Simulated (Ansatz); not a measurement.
In doubt: masses and optical values from hybrid runs of this build are listed as unsure, which bears on the screening that GW takes from such a start.

Rows from a G0W0 calculation on BiB4As3 (ordered alloy, started on the zincblende lattice) (R3m) (Ansatz 0.2.0; G0W0 on HSE06, plane waves, PAW; 4×4×4 mesh, 238 empty bands, screening to 91 eV), in eV. Spin-orbit coupling is left out.

```tsv
row	k	band	start	Σx	Σc at the solution	Vxc
A	(0.250, 0.250, -0.250)	c2	13.041	-7.956	-3.856	-11.833
B	(0.250, 0.250, -0.250)	v1	9.276	-16.313	1.646	-14.698
C	Γ	c2	13.665	-9.302	-4.270	-13.738
D	(0.250, 0.250, -0.250)	c1	12.530	-7.385	-3.964	-11.363
E	Γ	v1	11.661	-15.902	0.899	-15.051
F	Γ	c1	13.252	-9.480	-4.196	-13.840
```

Question: Give the quasiparticle energies and the shift of each level.

The quasiparticle equation reads E = start + Σx + Σc(E) − Vxc.

```tsv
row	E (eV)	shift (eV)
A	13.063	+0.021
B	9.307	+0.031
C	13.831	+0.166
D	12.545	+0.015
E	11.708	+0.047
F	13.416	+0.164
```

Limits: not at the basis limit; no spin-orbit coupling.

[Paths, hosts, dates, memory and timing lines, banners, echoed tables and standing remarks are left out of the program output.]

[Logs are printed without paths, hosts, clocks, repeated set-up lines and the standing remarks that a program may print on its own settings, such as how far it seeks lower states.]

[Runs of the session that timed out or met a known fault of the program may be left out.]

[Cells called generated may have been cut or substituted from an entry of the Crystallography Open Database or the Materials Project.]

[Hosts, paths, dates, database ids (printed as entryN), source tags and the programs' standing remarks are cut or masked in the printed files.]
